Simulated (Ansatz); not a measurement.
# Cs (Im-3m, 1 atom in the cell): Grüneisen parameters, part 2 of 2

Wanted: mode Grüneisen parameters of Cs (Im-3m, 1 atom in the cell).

Ansatz 0.2.0; DFT PBEsol, scalar-relativistic, plane waves, PAW; PAW set soft_1.

So far, highest frequency on path, mesh or solved points (cm⁻¹): step 2 (the dispersion) 37.4; step 4 (phonons at the other volume, volume ratio 0.97) 39.2.

### 5. Relaxing at another volume, volume ratio 1.03

The volume is scaled by 1.03 and held; symmetry leaves nothing to relax, so this is a single point. The modes can then be followed against volume.

input.yaml

```yaml
crystal:
  lattice:
    - [-3.0346971034, 3.0346971034, 3.0346971034]
    - [3.0346971034, -3.0346971034, 3.0346971034]
    - [3.0346971034, 3.0346971034, -3.0346971034]
  atoms:
    - { symbol: Cs, position: [0.0, 0.0, 0.0] }
kpoints:
  mp_grid: { grid: [12, 12, 12] }
hamiltonian:
  xc: pbesol
  pseudopotentials: { kind: paw, azcp: { folder: soft_1 }, xc_functional: pbe }
scf:
  occupations: { method: methfessel_paxton, width: 0.2 }
output:
  forces: true
  stress: true
  eigenvalues: true
```

Command:

```sh
> ansatz run input.yaml --threads 4 --pin off --max-ram 10240MiB --backend cpu --events-out ev --progress --plain --runs-dir out
```

Standard output:

```text
[...]
Crystal: 1 atoms, lattice volume = 111.791 Å³
Basis set: ecut = 420 eV, 2171 PW (Γ), exchange–correlation on 72×72×72 points (8 copies of the dense FFT grid, shifted against one another)
Bands: 9, of which v1, the nominal top of the filled ones, is band 5 counted from 1 (4 counted from 0)
Symmetry: 48 space group operations
[...]
k-points: 72 of 1728
[...]
Internal energy: -5585.920861 eV  (E = F + TS)
E sigma→0 (E₀):  -5585.923259 eV
Entropy (-TS):   -0.003198 eV (-3.198 meV/atom)
Fermi energy:    2.282091 eV
[...]
--- Stress (GPa, compression-positive) ---
       -0.056825       0.000000       0.000000
        0.000000      -0.056825      -0.000000
        0.000000       0.000000      -0.056825
  P = ⅓ Tr σ = -0.0568 GPa (-0.568 kbar)
--- Band table (eV; the first three rows and the last of 72) ---
[...]
[key lines of the parts left out:]
SCF converged after 7 iterations
Free energy (F): -5585.924059 eV
```

Run time: 1.4 s. Hardware: 4 threads of Intel Xeon Platinum 8488C (Sapphire Rapids), shared host; peak memory 0.55 GiB.

This step gave:

| Quantity | Value |
| --- | --- |
| pressure | -0.05682 GPa |
| volume per atom | 111.8 Å³ |

The run ends at a pressure of -0.06 GPa.

### 6. Phonons at the other volume, volume ratio 1.03

The phonons are repeated at this volume on the same meshes, so that differences come from the volume alone.

input.yaml: that of step 5 with these lines changed.

```diff
@@ -15,4 +15,11 @@
 output:
-  forces: true
-  stress: true
   eigenvalues: true
+phonons:
+  method: dfpt
+  qmesh: [4, 4, 4]
+  temperatures: { t_max: 1000, t_step: 50 }
+  qpath:
+    path:
+      - [[0.0, 0.0, 0.0], [0.5, -0.5, 0.5], [0.0, 0.0, 0.5], [0.0, 0.0, 0.0], [0.25, 0.25, 0.25], [0.5, -0.5, 0.5]]
+      - [[0.25, 0.25, 0.25], [0.0, 0.0, 0.5]]
+    npoints: 10
```

Standard output:

```text
[...]
Crystal: 1 atoms, lattice volume = 111.791 Å³
Basis set: ecut = 420 eV, 2171 PW (Γ), exchange–correlation on 72×72×72 points (8 copies of the dense FFT grid, shifted against one another)
Bands: 9, of which v1, the nominal top of the filled ones, is band 5 counted from 1 (4 counted from 0)
Symmetry: 48 space group operations
k-points: 72 of 1728
[...]
E sigma→0 (E₀):  -5585.923259 eV
Entropy (-TS):   -0.003198 eV (-3.198 meV/atom)
Fermi energy:    2.282099 eV
[...]
--- Band table (eV; the first three rows and the last of 72) ---
[...]
ASR residual: 1.983e-5 → 0.000e0 eV/Å²; symmetrization residual: 2.274e-13 eV/Å²
  ASR residual per site (eV/Å²): 1.98e-5
  Γ frequencies (cm⁻¹): 0.00 0.00 0.00
--- Phonons (arbitrary-q DFPT): 8 irreducible q on the 4×4×4 mesh ---
[...]
interpolated dispersion: 62 rows × 3 modes
[...]
[key lines of the parts left out:]
SCF converged after 9 iterations
Free energy (F): -5585.924059 eV
```

Wall time 2.4 min (4 threads); peak memory 3.9 GiB; 8.9 min of CPU time.

Numbers from this step:

```
sum-rule residual before enforcement                  : 1.98e-5 eV/Å²
highest frequency on path, mesh or solved points      : 35.71 cm⁻¹
mean frequency                                        : 22.6 cm⁻¹
Debye temperature (second moment)                     : 45 K
logarithmic mean frequency                            : 20.6 cm⁻¹
lowest mode on the q mesh (acoustic modes at Γ apart) : 4.71 cm⁻¹
zero-point energy per atom                            : 4.2 meV
vibrational entropy at 300 K                          : 82.66 J/(mol atoms K)
```

Frequencies (cm⁻¹) solved at each irreducible wavevector; negative means imaginary. Frequencies by wavevector, by row:

```csv
q in reciprocal lattice units,star,mode 1,mode 2,mode 3
0 0 0,1,0,0,0
0 0 0.25,12,4.7,15.2,24.1
0 0 -0.5,6,6.4,21.7,35.7
0 0.25 0.25,24,13.2,24.8,32.4
0.25 0.25 0.25,2,26.6,26.6,26.6
0.25 0.25 -0.25,6,22.5,22.5,24.5
0.25 -0.5 -0.5,12,22.9,28.1,34.3
-0.5 -0.5 -0.5,1,33.3,33.3,33.3
```

The highest frequency on path, mesh or solved points is 35.7 cm⁻¹, -1.7 cm⁻¹ against the base run.

### 7. Grüneisen parameters

The Grüneisen parameter of a mode is minus the logarithmic change of its frequency with volume, −d ln ω / d ln V; weighted by heat capacity it gives the expansion.

This step gave:

* bulk modulus: 2.1 GPa

The phonon branches at the labelled points (cm⁻¹):

```csv
point,branch 1,branch 2,branch 3
Γ,0,0,0
halfway,23,23,26
H,34,34,34
halfway,24,29,36
N,7,22,37
halfway,5,16,25
Γ,0,0,0
halfway,14,14,29
P,28,28,28
halfway,18,33,33
H,34,34,34
jump to P,28,28,28
halfway,16,25,35
N,7,22,37
```

The same for volume x 0.97:

```csv
point,branch 1,branch 2,branch 3
Γ,0,0,0
H,35,35,35
N,7,23,39
Γ,0,0,0
P,29,29,29
H,35,35,35
P,29,29,29
N,7,23,39
```

The same for volume x 1.03:

```csv
point,branch 1,branch 2,branch 3
Γ,0,0,0
H,33,33,33
N,6,22,36
Γ,0,0,0
P,27,27,27
H,33,33,33
P,27,27,27
N,6,22,36
```

The first set of phonon branches as a text plot (rows in cm⁻¹):

```
     38 |
     37 |                 *****                                **
     35 |            *****     *                              *
     33 |         *****         *            **      ****** **
     32 |        **   **                    *  *   **
     30 |        *     **                        **     *  *
     29 |       *        *                 *    *
     27 |       *       * *                            *   ***
     25 |     **                 *        *    *           *
     24 |     **         * *                  *  *            **
     22 |    *              ***                       *         *
     20 |                 *    ** *          *              *
     19 |    *                           *        *          *
     17 |   *                               *        *
     16 |                        * *               **
     14 |   *                           *  *                  *
     12 |  *               *      *
     11 |                           *     *
      9 |  *                *      *     *                     *
      7 |                    ***    *  *                        *
      6 | *                     **   *  *
      4 | *                       *  *
      2 |                          **  *
      1 |*                           **
         Γ           H       N        Γ         P        H|P    N
```

(dS/dlnV)/C_V. The thermodynamic Grueneisen parameter stays at 1.26 for temperature from 50 to 1000 K.

Gamma C_V/(B V) at the static volume. Table of volume expansion by temperature:

```csv
temperature (K),volume expansion (1e-6/K)
50,218
100,226
150,227
200,227
250,228
300,228
350,228
400,228
450,228
500,228
550,228
600,228
650,228
700,228
750,228
800,228
850,228
900,228
950,228
1000,228
```

### 8. What came out

```yaml
bulk_modulus: 2.1 GPa
thermodynamic_grueneisen_parameter_at_300_k: 1.256
volume_expansion_at_300_k_estimated: 227.8 × 10⁻⁶ K⁻¹
```

By this estimate the volume grows by 228 × 10⁻⁶ per kelvin at 300 K. Branches are matched by rank, so values near crossings are rough. The expansion is the Grüneisen estimate at the static volume, with the static bulk modulus. With no gap, or one that is small against the smearing, the frequencies hang on the k mesh and the smearing, most of all near Kohn anomalies. Spin-orbit coupling is left out, which can matter for the heavy elements here. The PAW files were made for PBE and serve the other functionals too.

[Long decimals in the printed logs are rounded to 6 places.]

[Logs are printed without paths, hosts, clocks, repeated set-up lines and the standing remarks that a program may print on its own settings, such as how far it seeks lower states.]

[Hosts, paths, dates, database ids (printed as entryN), source tags and the programs' standing remarks are cut or masked in the printed files.]

[Where the starting crystal was built by hand or by swapping elements, it need not be the compound's stable phase.]
